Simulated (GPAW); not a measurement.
## Mg3CdS4 (ordered alloy, started on the rocksalt lattice) (Pm-3m): one start, several treatments of the self-energy

How much does the gap of Mg3CdS4 (ordered alloy, started on the rocksalt lattice) (Pm-3m) depend on the approximation to the self-energy?

Calculated with GPAW 26.7.0; PBE and many-body steps on it, plane waves.

The structure was built from a prototype and need not be the compound's stable phase.

## (1) The structure

Symmetry: Pm-3m, No. 221, cubic system. Conventional cell: a = 5.306 Å, b = 5.306 Å, c = 5.306 Å, α = 90.00°, β = 90.00°, γ = 90.00°. Nearest to Mg lie 6 S at 2.65 Å. Nearest to S lie 4 Mg at 2.65 Å and 2 Cd at 2.65 Å. Cd has 6 S at 2.65 Å nearest. S has 6 Mg at 2.65 Å nearest. Farther neighbours and most contacts between anions are not listed.

Coordinates:

```cif
data_structure
_symmetry_space_group_name_H-M 'Pm-3m'
_symmetry_Int_Tables_number 221
_cell_length_a 5.3061
_cell_length_b 5.3061
_cell_length_c 5.3061
_cell_angle_alpha 90.000
_cell_angle_beta 90.000
_cell_angle_gamma 90.000
_cell_volume 149.39
loop_
_atom_site_label
_atom_site_type_symbol
_atom_site_symmetry_multiplicity
_atom_site_Wyckoff_symbol
_atom_site_fract_x
_atom_site_fract_y
_atom_site_fract_z
_atom_site_occupancy
Mg1 Mg 3 d 0.50000 0.00000 0.00000 1
S1 S 3 c 0.00000 0.50000 0.50000 1
Cd1 Cd 1 b 0.50000 0.50000 0.50000 1
S2 S 1 a 0.00000 0.00000 0.00000 1
```

The structure was relaxed with PBE. The structure type comes from a generator and need not be one that this composition takes. The runs that relaxed it are not among those shown.

## (2) Empty states on the mesh, 2×2×2 mesh, 512 bands

This step: GPAW 26.7.0; DFT, PBE, plane waves, PAW.

The sums over transitions need many empty states on a uniform mesh; this step solves for them.

The input, run.py:

```python
import json
import numpy as np
from gpaw.mpi import world
from gpaw import GPAW

calc = GPAW('gs.gpw').fixed_density(kpts={'size': (2, 2, 2), 'gamma': True},
    parallel={'domain': 1, 'band': 1},
    txt='nscf.txt')
calc.diagonalize_full_hamiltonian(nbands=512)
calc.write('full.gpw', mode='all')
res = {}
kpts = calc.get_ibz_k_points()
res['kpts'] = kpts
res['eigenvalues'] = [calc.get_eigenvalues(kpt=k) for k in range(len(kpts))]
res['n_electrons'] = calc.get_number_of_electrons()

if world.rank == 0:
    with open('result.json', 'w') as f:
        json.dump(res, f, default=lambda x: x.tolist())
```

Run with:

```sh
> mpirun -n 4 gpaw python run.py
```

Numbers of over 12 decimals in the logs are rounded to 6 here.

The program printed:

```text
Diagonalizing LCAO Hamiltonian
Converting LCAO to pw mode
convergence criteria:
- Maximum integral of absolute [eigenst]ate change: 4e-08 eV^2 / valence electron
maximum number of iterations: 100

SCF iterations
|iter     |     time |      energy | eigst |  dens |
|iter:   1|  |             | +0.94 |       |
|iter:   2|  |             | +0.09 |       |
|iter:   3|  |             | -1.02 |       |
[...]
|iter:  47|  |             | -6.99 |       |
|iter:  48|  |             | -7.34 |       |
|iter:  49|  |             | -7.64c|       |
SCF steps: 49
  __  _  _
 | _ |_)|_||  |
 |__||  | ||/\| - 26.7.0

Input parameters:
  mode=PW(ecut=450.000000),
  convergence={'density': 1e-06, 'bands': -3},
  gpts=array([27, 27, 27]),
  kpts=MonkhorstPack(size=(2, 2, 2), gamma=True),
  maxiter=100,
  nbands=43,
  occupations=Occupations(name='fermi-dirac', width=0.001, fixmagmom=False),
  parallel={'domain': 1, 'band': 1},
  xc=XC(name='PBE')
Matrix size: 3239x3239
# Writing to full.gpw (mode='all')
  [... matrices ...]

timing:  # [seconds]
  Total: 31.527  # ━━━━━━━━━━━━━━━━━━━━━━━━━━━━━━━━━━━━━━━━━━━━━━━━━━━━━━━━━━
```

It took 48 s on 4 MPI ranks of Arm Neoverse V1, shared host; peak memory 3.4 GiB; 3.2 min of CPU time.

This step gave:

```yaml
gap: 0.4888 eV
k_of_the_valence_top: 0.5, 0.5, 0.5
k_of_the_conduction_bottom: 0, 0, 0
least_direct_gap: 1.227 eV
k_points_computed: 4
lowest_point_of_the_top_converged_band_above_the_valence_top: 116.4264 eV
```

On this mesh the gap is 0.489 eV.

## (3) G0W0, Godby-Needs plasmon pole

G0W0 replaces the xc potential by the self-energy, built once from these orbitals. Only a window of levels is corrected, while the sums run over the empty bands that the input names.

This step: G0W0 on PBE, plane waves, PAW.

The input, run.py:

```python
import json
import numpy as np
from gpaw.mpi import world
from gpaw.response.g0w0 import G0W0

gw = G0W0('full.gpw',
    filename='gw',
    kpts=[0, 3],
    bands=(31, 35),
    ecut=78,
    nbands=233,
    integrate_gamma='WS',
    ppa=True)
gw.calculate()
res = {mode: {k: v for k, v in r.items() if k != 'sigma_eskwn'}
       for mode, r in gw.all_results.items()}

if world.rank == 0:
    with open('result.json', 'w') as f:
        json.dump(res, f, default=lambda x: x.tolist())
```

Run with:

```sh
> mpirun -n 4 gpaw python run.py
```

The program printed:

```text
Using integrator: PointIntegrator
FrequencyGridDescriptor(from 0.000+0.000j to 0.000+27.211j eV, 2 points)
Nonperiodic BCs:  [False False False]
Using integrator: PointIntegrator
FrequencyGridDescriptor(from 0.000+0.000j to 0.000+27.211j eV, 2 points)
Nonperiodic BCs:  [False False False]
  ___  _ _ _
 |   || | | |
 | | || | | |
 |__ ||_____|
 |___|

BZ k-points: Symmetries present (total): 48

  [... matrices ...]
8 k-points: 2 x 2 x 2 Monkhorst-Pack grid + [1/4,1/4,1/4]
4 k-points in the irreducible part of the Brillouin zone
       k-points in crystal coordinates                weights
   0:     0.00000000    0.00000000    0.00000000          1/8
   1:     0.50000000    0.00000000    0.00000000          3/8
   2:     0.50000000    0.50000000    0.00000000          3/8
   3:     0.50000000    0.50000000    0.50000000          1/8

Distributing spins, k-points and bands (1 x 2 x 4) over 4 processes
Number of blocks: 1

Quasi particle states:
k-points (IBZ indices): [0, 3]
Band range: (31, 35)
  [... matrices ...]
Computational parameters:
Plane wave cut-off: 78 eV
Number of bands: 233
Coulomb cutoff: None
Broadening: 0.1 eV

fxc modes: GW
Kernel: RPA
Using Godby-Needs plasmon-pole approximation:
  Fitting energy: i*E0, E0 = 1.000 Hartree
Summing all q:

Calculating screened Coulomb potential
No Coulomb truncation
FrequencyGridDescriptor(from 0.000+0.000j to 0.000+27.211j eV, 2 points)
Removing empty qpoint cache files...

Calculating chi0 body with:
    Ground state adapter containing:
    Number of spins: 1
    Number of kpoints: 8
    Number of irreducible kpoints: 4
    Number of completely occupied states: 33
    Number of partially occupied states: 33
    Occupied states memory: 9.911179 M / cpu

    Linear response parametrization:
    q_c: [0.0, 0.0, 0.0]
    Number of frequency points: 2
    Planewave cutoff: 78.0
    Number of bands: 233
    Number of planewaves: 251
    Broadening (eta): 1e-06
    comm.size: 4
    kncomm.size: 4
    blockcomm.size: 1

    Memory estimate of potentially large arrays:
        chi0_wGG: 1.922638 M / cpu
Integrating chi0 body.

Symmetries of q_c:
    Direct symmetries (Uq -> q): 48
    Indirect symmetries (TUq -> q): 0
In total 48 allowed symmetries.

  [... matrices ...]
4 groups of equivalent kpoints. 50.0% reduction.

Integral kind: response function
Integrating chi0 head and wings.

Symmetries of q_c:
    Direct symmetries (Uq -> q): 48
    Indirect symmetries (TUq -> q): 0
In total 48 allowed symmetries.

  [... matrices ...]
4 groups of equivalent kpoints. 50.0% reduction.

Integral kind: response function wings

Calculating chi0 body with:
    Ground state adapter containing:
    Number of spins: 1
    Number of kpoints: 8
    Number of irreducible kpoints: 4
    Number of completely occupied states: 33
    Number of partially occupied states: 33
    Occupied states memory: 9.911179 M / cpu

    Linear response parametrization:
[... the further q-points ...]

Results:
f:      Occupation numbers
eps:     KS-eigenvalues [eV]
vxc:     KS vxc [eV]
exx:     Exact exchange [eV]
sigma:   Self-energies [eV]
dsigma:  Self-energy derivatives
Z:       Renormalization factors
qp:      QP-energies [eV]

k-point 0 (0): (0.000, 0.000, 0.000)                GW
band       f     eps     vxc     exx   sigma  dsigma       Z      qp
                                                                   GW
  31   1.000   4.539 -15.366 -18.290   2.306  -0.282   0.780   4.057
  32   1.000   4.539 -15.366 -18.290   2.306  -0.282   0.780   4.057
  33   0.000   5.767 -13.742  -9.761  -3.319  -0.231   0.812   6.304
  34   0.000   7.272 -10.740  -6.591  -3.602  -0.227   0.815   7.718

k-point 1 (3): (0.500, 0.500, 0.500)                GW
band       f     eps     vxc     exx   sigma  dsigma       Z      qp
                                                                   GW
  31   1.000   5.278 -18.455 -21.262   2.368  -0.276   0.783   4.933
  32   1.000   5.278 -18.455 -21.262   2.368  -0.276   0.783   4.933
  33   0.000   8.941 -10.648  -6.244  -3.920  -0.229   0.813   9.335
  34   0.000   8.941 -10.648  -6.244  -3.920  -0.229   0.813   9.335
```

Elapsed: 33 s, on 4 MPI ranks; peak memory 1.8 GiB; 2.2 min of CPU time.

This step gave:

| Property | Result |
| --- | --- |
| G0W0 gap on the points computed | 1.371 eV |
| least direct G0W0 gap on the computed points | 2.247 eV |
| Z at the valence top | 0.7835 |
| Z at the conduction bottom | 0.8120 |
| starting gap on the mesh | 0.4888 eV |
| k of the valence top | 0.5, 0.5, 0.5 |
| k of the conduction bottom | 0, 0, 0 |

The gap on the mesh goes from 0.49 eV to 1.37 eV, a correction of +0.88 eV.

## (4) One-shot HSE06

This step: one-shot HSE06 levels on PBE orbitals, plane waves, PAW.

The input, run.py:

```python
import json
import numpy as np
from gpaw.mpi import world
from gpaw.hybrids.eigenvalues import non_self_consistent_eigenvalues

dft, vxc, vxc_hyb = non_self_consistent_eigenvalues('full.gpw', 'HSE06', 31, 35, kpt_indices=[0, 3])
res = {'dft': dft[0], 'hybrid': (dft - vxc + vxc_hyb)[0]}
if world.rank == 0:
    with open('hybrid.txt', 'w') as f:
        for k, e0, e1 in zip([0, 3], res['dft'], res['hybrid']):
            print(k, ' '.join(f'{x:9.4f}' for x in e0), '|', ' '.join(f'{x:9.4f}' for x in e1), file=f)

if world.rank == 0:
    with open('result.json', 'w') as f:
        json.dump(res, f, default=lambda x: x.tolist())
```

Run with:

```sh
> mpirun -n 4 gpaw python run.py
```

The program printed:

```text
IBZ(<points: 4, symmetries: 48>)
Occupied bands: 33
Transforming wave functions from IBZ to BZ: 0.012 seconds
Distributing wave functions and iFFT-ing to real space: 0.065 seconds
Calculating eigenvalues:
  k-points: 2
  Bands: 31-34 (inclusive)
  Seconds: 0.501 (wave-function broadcasting: 0.016 seconds)
HSE06-eigenvalue shifts:
  min: -0.690 eV
  ave: -0.162 eV
  max: 0.390 eV
```

It took 4.2 s on 4 MPI ranks; peak memory 0.82 GiB; 17 s of CPU time.

This step gave:

```
starting gap on the mesh                       : 0.4888 eV
hybrid gap on the mesh                         : 1.470 eV
least direct hybrid gap on the computed points : 2.213 eV
```

[end of part 1 of 2]

[Paths, hosts, dates, memory and timing lines, banners, echoed tables and standing remarks are left out of the program output.]

[Logs are printed without paths, hosts, clocks, repeated set-up lines and the standing remarks that a program may print on its own settings, such as how far it seeks lower states.]

[Runs of the session that timed out or met a known fault of the program may be left out.]

[Hosts, paths, dates, database ids (printed as entryN), source tags and the programs' standing remarks are cut or masked in the printed files.]
